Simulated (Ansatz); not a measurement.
**Cu wire along [100], 24 atoms a period: bands along the axis**

Wanted: the relaxed geometry and the bands of the Cu wire along [100], 24 atoms a period.

Calculated with Ansatz 0.2.0; DFT PBE, plane waves, PAW; relaxation of a wire's period; PAW set soft_1, in the first sound run; inputs show where later runs differ.

### Step 1. Set-up

The cell holds 24 atoms: 24 Cu. Its edges and angles: a = 15.875 Å, b = 15.875 Å, c = 3.630 Å, α = 90.0°, β = 90.0°, γ = 90.0°. Vacuum lies along a and b. The structure's axis is c.

### Step 2. The relaxed wire

Band widths follow the bond lengths, so the wire is relaxed first. The atoms and the third cell vector are free; the box across stays fixed as vacuum. A Fermi-Dirac smearing is set since the result may be a metal. The pressure printed is a third of the stress's trace over the whole box, vacuum included; only the stress along the axis is relaxed.

Contents of input.yaml:

```yaml
crystal:
  lattice:
    - [15.875, 0.0, 0.0]
    - [0.0, 15.875, 0.0]
    - [0.0, 0.0, 3.63]
  atoms:
    - { symbol: Cu, position: [0.214173228, 0.442834646, 0.0] }
    - { symbol: Cu, position: [0.328503937, 0.328503937, 0.0] }
    - { symbol: Cu, position: [0.328503937, 0.557165354, 0.0] }
    - { symbol: Cu, position: [0.442834646, 0.214173228, 0.0] }
    - { symbol: Cu, position: [0.442834646, 0.442834646, 0.0] }
    - { symbol: Cu, position: [0.442834646, 0.671496063, 0.0] }
    - { symbol: Cu, position: [0.557165354, 0.328503937, 0.0] }
    - { symbol: Cu, position: [0.557165354, 0.557165354, 0.0] }
    - { symbol: Cu, position: [0.557165354, 0.785826772, 0.0] }
    - { symbol: Cu, position: [0.671496063, 0.442834646, 0.0] }
    - { symbol: Cu, position: [0.671496063, 0.671496063, 0.0] }
    - { symbol: Cu, position: [0.785826772, 0.557165354, 0.0] }
    - { symbol: Cu, position: [0.214173228, 0.557165354, 0.5] }
    - { symbol: Cu, position: [0.328503937, 0.442834646, 0.5] }
    - { symbol: Cu, position: [0.328503937, 0.671496063, 0.5] }
    - { symbol: Cu, position: [0.442834646, 0.328503937, 0.5] }
    - { symbol: Cu, position: [0.442834646, 0.557165354, 0.5] }
    - { symbol: Cu, position: [0.442834646, 0.785826772, 0.5] }
    - { symbol: Cu, position: [0.557165354, 0.214173228, 0.5] }
    - { symbol: Cu, position: [0.557165354, 0.442834646, 0.5] }
    - { symbol: Cu, position: [0.557165354, 0.671496063, 0.5] }
    - { symbol: Cu, position: [0.671496063, 0.328503937, 0.5] }
    - { symbol: Cu, position: [0.671496063, 0.557165354, 0.5] }
    - { symbol: Cu, position: [0.785826772, 0.442834646, 0.5] }
kpoints:
  mp_grid: { grid: [1, 1, 23] }
scf:
  occupations: { method: fermi_dirac, width: 0.05 }
hamiltonian:
  xc: pbe
  pseudopotentials: { kind: paw, azcp: { folder: soft_1 } }
relax:
  cell: { fix: [a, b, alpha, beta, gamma] }
  max_steps: 45
  f_tol: 0.03
```

Started as:

```console
$ ansatz run input.yaml --threads 4 --pin off --max-ram 16384MiB --backend cpu --events-out ev --progress --plain --runs-dir out
```

Numbers of over 12 decimals in the logs are rounded to 6 here.

The program printed:

```text
Engine: ansatz 0.2.0, x86_64-unknown-linux-gnu
Pseudopotentials: kind: paw
Pseudopotential: Cu, paw, valence charge 19, recommended cutoff 420 eV (normal), soft_1/Cu.paw.azcp
Functional definition: PBE
  parameter kappa = 0.804
  parameter beta = 0.066725
  exchange = pbe_x(kappa = kappa, mu = beta*pi^2/3)
  correlation = pbe_c(beta = beta)
Crystal: 24 atoms, lattice volume = 914.817 Å³
Basis set: ecut = 420 eV, 17781 PW (Γ), exchange–correlation on 216×216×50 points (8 copies of the dense FFT grid, shifted against one another)
Bands: 274, of which v1, the nominal top of the filled ones, is band 228 counted from 1 (227 counted from 0)
Symmetry: 16 space group operations
Space group: P42/mcm (ITA 132), of the structure as read, at distance tolerance 9.7e-5 Å
k-points: 12 of 23
Non-local potential: Cu, projectors of the file, l = 0: 3, l = 1: 2, l = 2: 3, l = 3: 1
PAW form: soft (Blöchl's): semilocal exchange-correlation on the pseudo side does not see the compensation charge
PAW one-centre angular grid: Cu, 590 points (default); XC on 64 Gauss nodes
Initial density: superposition of atomic densities (neutral atoms: chi_scale 0, normalization atom)
Initial wavefunctions: pseudopotential atomic-orbital guess
Functional: x = pbe(κ = 0.804, μ = 0.219515), c = pbe(β = 0.066725)
SCF iter   1: F=—  HF=-159008.401131 eV  |F-HF|=—  |Δ(HF+E_count)|=         —  Δρ=1.26e-1  dr2=9.11e1  ethr=3.10e-3  ⟨swp⟩=6.5  Hψ=13067  notcnv=0  defer=183
preconditioner: auto → LDOS  [metal: Δε(μ)=0.073 eV  Ē_g=6.562 eV  σ=0.050 eV  W_gap=0.35  n_scr=242 (ndim 8)  ℏωp=19.9 eV  f_vac=0.601  D(μ)=11.09/eV (n_scr^D=44)  β→1.0]
SCF iter   2: F=—  HF=-159108.222557 eV  |F-HF|=—  |Δ(HF+E_count)|=    9.98e1  Δρ=2.57e-1  dr2=3.61e2  ethr=3.10e-3  ⟨swp⟩=4.0  Hψ=10134  notcnv=0  defer=399  recentre
SCF iter   3: F=—  HF=-158992.944799 eV  |F-HF|=—  |Δ(HF+E_count)|=    1.15e2  Δρ=3.06e-2  dr2=5.86e0  ethr=3.10e-3  ⟨swp⟩=4.0  Hψ=8976  notcnv=0  defer=406
SCF iter   4: F=—  HF=-158991.973767 eV  |F-HF|=—  |Δ(HF+E_count)|=   9.71e-1  Δρ=1.44e-2  dr2=1.09e0  ethr=1.29e-3  ⟨swp⟩=2.2  Hψ=5549  notcnv=0  defer=400
SCF iter   5: F=—  HF=-158991.762136 eV  |F-HF|=—  |Δ(HF+E_count)|=   2.12e-1  Δρ=2.45e-3  dr2=2.76e-2  ethr=2.39e-4  ⟨swp⟩=2.0  Hψ=5455  notcnv=0  defer=400
SCF iter   6: F=—  HF=-158991.789047 eV  |F-HF|=—  |Δ(HF+E_count)|=   2.69e-2  Δρ=1.82e-3  dr2=2.01e-2  ethr=6.05e-6  ⟨swp⟩=2.0  Hψ=5008  notcnv=0  defer=400
SCF iter   7: F=—  HF=-158991.788462 eV  |F-HF|=—  |Δ(HF+E_count)|=   5.84e-4  Δρ=7.61e-4  dr2=3.54e-3  ethr=4.41e-6  ⟨swp⟩=2.0  Hψ=4536  notcnv=0  defer=400
SCF iter   8: F=—  HF=-158991.788176 eV  |F-HF|=—  |Δ(HF+E_count)|=   2.86e-4  Δρ=1.33e-4  dr2=1.31e-4  ethr=7.76e-7  ⟨swp⟩=2.0  Hψ=4428  notcnv=0  defer=400
SCF iter   9: F=—  HF=-158991.788378 eV  |F-HF|=—  |Δ(HF+E_count)|=   2.02e-4  Δρ=1.75e-4  dr2=1.80e-4  ethr=2.86e-8  ⟨swp⟩=3.0  Hψ=6308  notcnv=0  defer=400
SCF iter  10: F=—  HF=-158991.788374 eV  |F-HF|=—  |Δ(HF+E_count)|=   3.99e-6  Δρ=5.86e-5  dr2=2.17e-5  ethr=2.86e-8  ⟨swp⟩=2.0  Hψ=4440  notcnv=0  defer=400
SCF iter  11: F=—  HF=-158991.788473 eV  |F-HF|=—  |Δ(HF+E_count)|=   9.84e-5  Δρ=1.74e-5  dr2=2.77e-6  ethr=4.76e-9  ⟨swp⟩=2.0  Hψ=4269  notcnv=0  defer=400
SCF iter  12: F=—  HF=-158991.788474 eV  |F-HF|=—  |Δ(HF+E_count)|=   8.87e-7  Δρ=7.03e-6  dr2=3.66e-7  ethr=6.08e-10  ⟨swp⟩=2.0  Hψ=4476  notcnv=0  defer=400
SCF iter  13: F=—  HF=-158991.788474 eV  |F-HF|=—  |Δ(HF+E_count)|=   2.17e-7  Δρ=4.90e-6  dr2=1.29e-7  ethr=2.19e-11  ⟨swp⟩=4.0  Hψ=10411  notcnv=0
SCF iter  14: F=-158991.788474 eV  HF=-158991.788474 eV  |F-HF|=1.97e-8  |Δ(HF+E_count)|=   3.61e-9  Δρ=6.84e-7  dr2=3.31e-9  ethr=2.19e-11  ⟨swp⟩=4.0  Hψ=9154  notcnv=0
SCF 1 converged in 14 iterations: F = -158991.788474 eV  dr2 = 3.31e-9
  greatest PAW one-centre occupation: 1.000 electrons in one spin orbital (limit 2), on the Cu atom at site 18 (counted from 0), in its partial waves of l = 0
relax step   1: F+E_penalty+E_count = -158991.78847382 eV  Δ(F+E_penalty+E_count) = +0.000e0 eV  max|allowed force component| = 5.328e-1 eV/Å  Δτ_max = 0.0000 Å  P = -1.998 GPa  Ω = 914.817 Å³  fix = [a, b, alpha, beta, gamma]  reactions: a -1.558, b -1.558 GPa  (14 SCF iters, dr2 threshold 1.00e-7 eV, accepted)
Crystal: 24 atoms, lattice volume = 896.465 Å³
Basis set: ecut = 420 eV, 17403 PW (Γ), exchange–correlation on 216×216×50 points (8 copies of the dense FFT grid, shifted against one another)
Initial density: handed on by an earlier stage of this run
Initial wavefunctions: those handed on with the density
iter 1 solved again at ethr=4.63e-5 eV; its pass at ethr=3.10e-3 eV (dr2=2.11e-1 eV) is discarded
SCF iter   1: F=—  HF=-158992.304939 eV  |F-HF|=—  |Δ(HF+E_count)|=         —  Δρ=6.34e-3  dr2=2.16e-1  ethr=4.63e-5  ⟨swp⟩=3.6  Hψ=15717  notcnv=0
preconditioner: auto → LDOS  [metal: Δε(μ)=0.042 eV  Ē_g=7.229 eV  σ=0.050 eV  W_gap=0.21  n_scr=242 (ndim 8)  ℏωp=20.2 eV  f_vac=0.603  D(μ)=8.27/eV (n_scr^D=36)  β→1.0]
SCF iter   2: F=—  HF=-158992.550111 eV  |F-HF|=—  |Δ(HF+E_count)|=   2.45e-1  Δρ=1.63e-2  dr2=1.28e0  ethr=4.63e-5  ⟨swp⟩=3.1  Hψ=7248  notcnv=0  recentre
SCF iter   3: F=—  HF=-158992.268433 eV  |F-HF|=—  |Δ(HF+E_count)|=   2.82e-1  Δρ=2.39e-3  dr2=3.10e-2  ethr=4.63e-5  ⟨swp⟩=2.2  Hψ=6641  notcnv=0  defer=394
SCF iter   4: F=—  HF=-158992.261964 eV  |F-HF|=—  |Δ(HF+E_count)|=   6.47e-3  Δρ=8.09e-4  dr2=3.42e-3  ethr=6.81e-6  ⟨swp⟩=2.0  Hψ=4457  notcnv=0  defer=394
SCF iter   5: F=—  HF=-158992.261499 eV  |F-HF|=—  |Δ(HF+E_count)|=   4.65e-4  Δρ=2.25e-4  dr2=2.40e-4  ethr=7.50e-7  ⟨swp⟩=2.1  Hψ=4476  notcnv=0  defer=394
SCF iter   6: F=—  HF=-158992.261774 eV  |F-HF|=—  |Δ(HF+E_count)|=   2.75e-4  Δρ=1.13e-4  dr2=6.96e-5  ethr=5.26e-8  ⟨swp⟩=3.5  Hψ=6772  notcnv=0  defer=394
SCF iter   7: F=—  HF=-158992.261770 eV  |F-HF|=—  |Δ(HF+E_count)|=   3.82e-6  Δρ=2.22e-5  dr2=2.91e-6  ethr=1.53e-8  ⟨swp⟩=2.0  Hψ=5042  notcnv=0  defer=394
SCF iter   8: F=-158992.261772 eV  HF=-158992.261772 eV  |F-HF|=2.37e-7  |Δ(HF+E_count)|=   1.45e-6  Δρ=1.35e-5  dr2=1.32e-6  ethr=5.26e-10  ⟨swp⟩=4.0  Hψ=10373  notcnv=0
SCF 2 converged in 8 iterations: F = -158992.261772 eV  dr2 = 1.32e-6
  greatest PAW one-centre occupation: 1.000 electrons in one spin orbital (limit 2), on the Cu atom at site 23 (counted from 0), in its partial waves of l = 0
[...]
relax step   7: F+E_penalty+E_count = -158992.61017596 eV  Δ(F+E_penalty+E_count) = -4.118e-3 eV  max|allowed force component| = 4.624e-3 eV/Å  Δτ_max = 0.0211 Å  P = -0.045 GPa  Ω = 814.790 Å³  energy of the carried Pulay correction = +2.821e-2 eV  fix = [a, b, alpha, beta, gamma]  reactions: a -0.061, b -0.061 GPa  (9 SCF iters, dr2 threshold 1.65e-7 eV, accepted)
Basis set: ecut = 420 eV, 15971 PW (Γ), exchange–correlation on 216×216×48 points (8 copies of the dense FFT grid, shifted against one another)
Initial wavefunctions: pseudopotential atomic-orbital guess (no wavefunctions were taken with the density)
iter 1 solved again at ethr=3.73e-7 eV; its pass at ethr=3.10e-3 eV (dr2=1.70e-3 eV) is discarded
SCF iter   1: F=—  HF=-158992.580492 eV  |F-HF|=—  |Δ(HF+E_count)|=         —  Δρ=2.47e-4  dr2=1.31e-4  ethr=3.73e-7  ⟨swp⟩=4.4  Hψ=23728  notcnv=0
preconditioner: auto → LDOS  [metal: Δε(μ)=0.113 eV  Ē_g=7.488 eV  σ=0.050 eV  W_gap=0.44  n_scr=210 (ndim 8)  ℏωp=21.1 eV  f_vac=0.581  D(μ)=5.73/eV (n_scr^D=24)  β→1.0]
SCF iter   2: F=—  HF=-158992.581623 eV  |F-HF|=—  |Δ(HF+E_count)|=   1.13e-3  Δρ=9.86e-4  dr2=4.75e-3  ethr=2.88e-8  ⟨swp⟩=3.0  Hψ=7560  notcnv=0
SCF iter   3: F=—  HF=-158992.583162 eV  |F-HF|=—  |Δ(HF+E_count)|=   1.54e-3  Δρ=1.60e-3  dr2=1.14e-2  ethr=2.88e-8  ⟨swp⟩=3.2  Hψ=8052  notcnv=0  recentre
SCF iter   4: F=—  HF=-158992.580554 eV  |F-HF|=—  |Δ(HF+E_count)|=   2.61e-3  Δρ=5.02e-5  dr2=1.36e-5  ethr=2.88e-8  ⟨swp⟩=3.0  Hψ=8005  notcnv=0
SCF iter   5: F=—  HF=-158992.581128 eV  |F-HF|=—  |Δ(HF+E_count)|=   5.73e-4  Δρ=3.48e-5  dr2=6.72e-6  ethr=2.98e-9  ⟨swp⟩=2.0  Hψ=5882  notcnv=0
SCF iter   6: F=—  HF=-158992.581127 eV  |F-HF|=—  |Δ(HF+E_count)|=   5.59e-7  Δρ=6.72e-6  dr2=4.60e-7  ethr=1.47e-9  ⟨swp⟩=2.0  Hψ=4673  notcnv=0
SCF iter   7: F=—  HF=-158992.581128 eV  |F-HF|=—  |Δ(HF+E_count)|=   8.35e-7  Δρ=2.40e-6  dr2=4.00e-8  ethr=1.01e-10  ⟨swp⟩=2.1  Hψ=4891  notcnv=0
SCF iter   8: F=—  HF=-158992.581128 eV  |F-HF|=—  |Δ(HF+E_count)|=   4.32e-8  Δρ=1.32e-6  dr2=9.28e-9  ethr=8.78e-12  ⟨swp⟩=2.3  Hψ=4885  notcnv=0
SCF iter   9: F=—  HF=-158992.581128 eV  |F-HF|=—  |Δ(HF+E_count)|=  6.98e-10  Δρ=4.47e-7  dr2=1.18e-9  ethr=2.04e-12  ⟨swp⟩=2.0  Hψ=4832  notcnv=0
SCF iter  10: F=-158992.581128 eV  HF=-158992.581128 eV  |F-HF|=2.91e-10  |Δ(HF+E_count)|=   1.34e-9  Δρ=1.09e-7  dr2=9.20e-11  ethr=1.00e-12  ⟨swp⟩=3.7  Hψ=11843  notcnv=0
SCF 8 converged in 10 iterations: F = -158992.581128 eV  dr2 = 9.20e-11
relax step   8: F+E_penalty+E_count = -158992.58112785 eV  Δ(F+E_penalty+E_count) = +2.905e-2 eV  max|allowed force component| = 4.635e-3 eV/Å  Δτ_max = 0.0000 Å  P = -0.046 GPa  Ω = 814.790 Å³  fix = [a, b, alpha, beta, gamma]  reactions: a -0.055, b -0.055 GPa  stress off target by 2.68e-2 GPa on what of the cell is left free  SCF on the basis re-selected at this cell (its energy is not comparable with the rows above)  (10 SCF iters)
basis re-selected at this cell: Δ(F+E_penalty+E_count) = +2.905e-2 eV, ΔP = -0.001 GPa vs the last step (what re-selecting the basis moved, of the pressure what is left beyond the Pulay correction that the steps carried, after the strain that the cell walked since its last selection, with what the two solves' SCF thresholds leave and, on support functions, any second-order correction that the steps lacked; it is no measure of the basis error at this ecutwfc). The dense FFT grid was sized anew with the basis: this SCF ran on 108×108×24 points, the steps before it on 108×108×25, so part of this shift can come from that change (see relax.cell in the input reference). [rest of the remark cut]
SCF converged after 10 iterations
Free energy (F): -158992.581128 eV
Harris-Foulkes:  -158992.581128 eV  (|F-HF|=2.91e-10)
Internal energy: -158992.529808 eV  (E = F + TS)
E sigma→0 (E₀):  -158992.555468 eV
Entropy (-TS):   -0.051320 eV (-2.138 meV/atom)
Fermi energy:    3.080349 eV
--- Per-component energies (eV) ---
  E_band       = -14768.775599
  E_kinetic    = 6274.627777
  E_local      = -530827.086777  (includes V_loc(G=0)·N_el)
  E_nonlocal   = 21452.433391
  E_hartree    = 254187.102684
  E_xc         = -1631.113411
  E_vxc        = -2103.890883  (∫ρ·V_xc dr)
  E_paw        = -43637.728715  (= ΣΔE_a)
  E_vpaw       = -17939.088759  (= ΣTr[D̂ρ^β])
  E_aug_tail   = 0.024367  (compensation charges beyond the density's cutoff)
  E_ewald      = 135189.210876
  E_smearing   = -0.051320  (= −TS)
  E_closure    = 0.000000  (closes the sum)
  Σ components = -158992.581128   (vs F -158992.581128, Δ=0.00e0)
--- Forces (eV/Å), atoms counted from 1 ---
  atom   1  Cu     0.00420306    -0.00367089     0.00000000
  atom   2  Cu     0.00066012     0.00066012     0.00000000
  atom   3  Cu     0.00123032    -0.00463493     0.00000000
  atom   4  Cu    -0.00367089     0.00420306     0.00000000
  atom   5  Cu    -0.00376148    -0.00376148     0.00000000
  atom   6  Cu     0.00463493    -0.00123032     0.00000000
  atom   7  Cu    -0.00463493     0.00123032     0.00000000
  atom   8  Cu     0.00376148     0.00376148     0.00000000
  atom   9  Cu     0.00367089    -0.00420306     0.00000000
  atom  10  Cu    -0.00123032     0.00463493     0.00000000
  atom  11  Cu    -0.00066012    -0.00066012     0.00000000
  atom  12  Cu    -0.00420306     0.00367089     0.00000000
  atom  13  Cu     0.00420306     0.00367089     0.00000000
  atom  14  Cu     0.00123032     0.00463493     0.00000000
  atom  15  Cu     0.00066012    -0.00066012     0.00000000
  atom  16  Cu     0.00463493     0.00123032     0.00000000
  atom  17  Cu    -0.00376148     0.00376148     0.00000000
  atom  18  Cu    -0.00367089    -0.00420306     0.00000000
  atom  19  Cu     0.00367089     0.00420306     0.00000000
  atom  20  Cu     0.00376148    -0.00376148     0.00000000
  atom  21  Cu    -0.00463493    -0.00123032     0.00000000
  atom  22  Cu    -0.00066012     0.00066012     0.00000000
  atom  23  Cu    -0.00123032    -0.00463493     0.00000000
  atom  24  Cu    -0.00420306    -0.00367089     0.00000000
  max |Σ_I F_I| component: 2.60e-18 eV/Å
--- Stress (GPa, compression-positive) ---
       -0.055278       0.000000       0.000000
        0.000000      -0.055278       0.000000
        0.000000       0.000000      -0.026839
  P = ⅓ Tr σ = -0.0458 GPa (-0.458 kbar)
--- Relaxed structure (7 steps of the walk, 7 accepted, 1 SCFs on fresh bases) ---
  F+E_penalty+E_count = -158992.58112785 eV   max|allowed force component| = 4.635e-3 eV/Å   (the final SCF, on the basis selected at the relaxed cell)
  cell:  # Å, volume = 814.7896 Å³
    - [15.875, 0.0, 0.0]
    - [0.0, 15.875, 0.0]
    - [0.0, 0.0, 3.233092]
  atoms:
    - { symbol: Cu, position: [0.207510, 0.440952, 0.0] }
    - { symbol: Cu, position: [0.321470, 0.321470, 0.0] }
    - { symbol: Cu, position: [0.321153, 0.560946, 0.0] }
    - { symbol: Cu, position: [0.440952, 0.207510, 0.0] }
    - { symbol: Cu, position: [0.440388, 0.440388, 0.0] }
    - { symbol: Cu, position: [0.439054, 0.678847, 0.0] }
    - { symbol: Cu, position: [0.560946, 0.321153, 0.0] }
    - { symbol: Cu, position: [0.559612, 0.559612, 0.0] }
    - { symbol: Cu, position: [0.559048, 0.792490, 0.0] }
    - { symbol: Cu, position: [0.678847, 0.439054, 0.0] }
    - { symbol: Cu, position: [0.678530, 0.678530, 0.0] }
    - { symbol: Cu, position: [0.792490, 0.559048, 0.0] }
    - { symbol: Cu, position: [0.207510, 0.559048, 0.5] }
    - { symbol: Cu, position: [0.321153, 0.439054, 0.5] }
    - { symbol: Cu, position: [0.321470, 0.678530, 0.5] }
    - { symbol: Cu, position: [0.439054, 0.321153, 0.5] }
    - { symbol: Cu, position: [0.440388, 0.559612, 0.5] }
    - { symbol: Cu, position: [0.440952, 0.792490, 0.5] }
    - { symbol: Cu, position: [0.559048, 0.207510, 0.5] }
    - { symbol: Cu, position: [0.559612, 0.440388, 0.5] }
    - { symbol: Cu, position: [0.560946, 0.678847, 0.5] }
    - { symbol: Cu, position: [0.678530, 0.321470, 0.5] }
    - { symbol: Cu, position: [0.678847, 0.560946, 0.5] }
    - { symbol: Cu, position: [0.792490, 0.440952, 0.5] }
```

Run time: 5.6 min. Hardware: 4 threads of Intel Xeon 6975P-C (Granite Rapids), shared host; peak memory 5.5 GiB.

[end of part 1 of 2]

[Logs are printed without paths, hosts, clocks, repeated set-up lines and the standing remarks that a program may print on its own settings, such as how far it seeks lower states.]

[Hosts, paths, dates, database ids (printed as entryN), source tags and the programs' standing remarks are cut or masked in the printed files.]
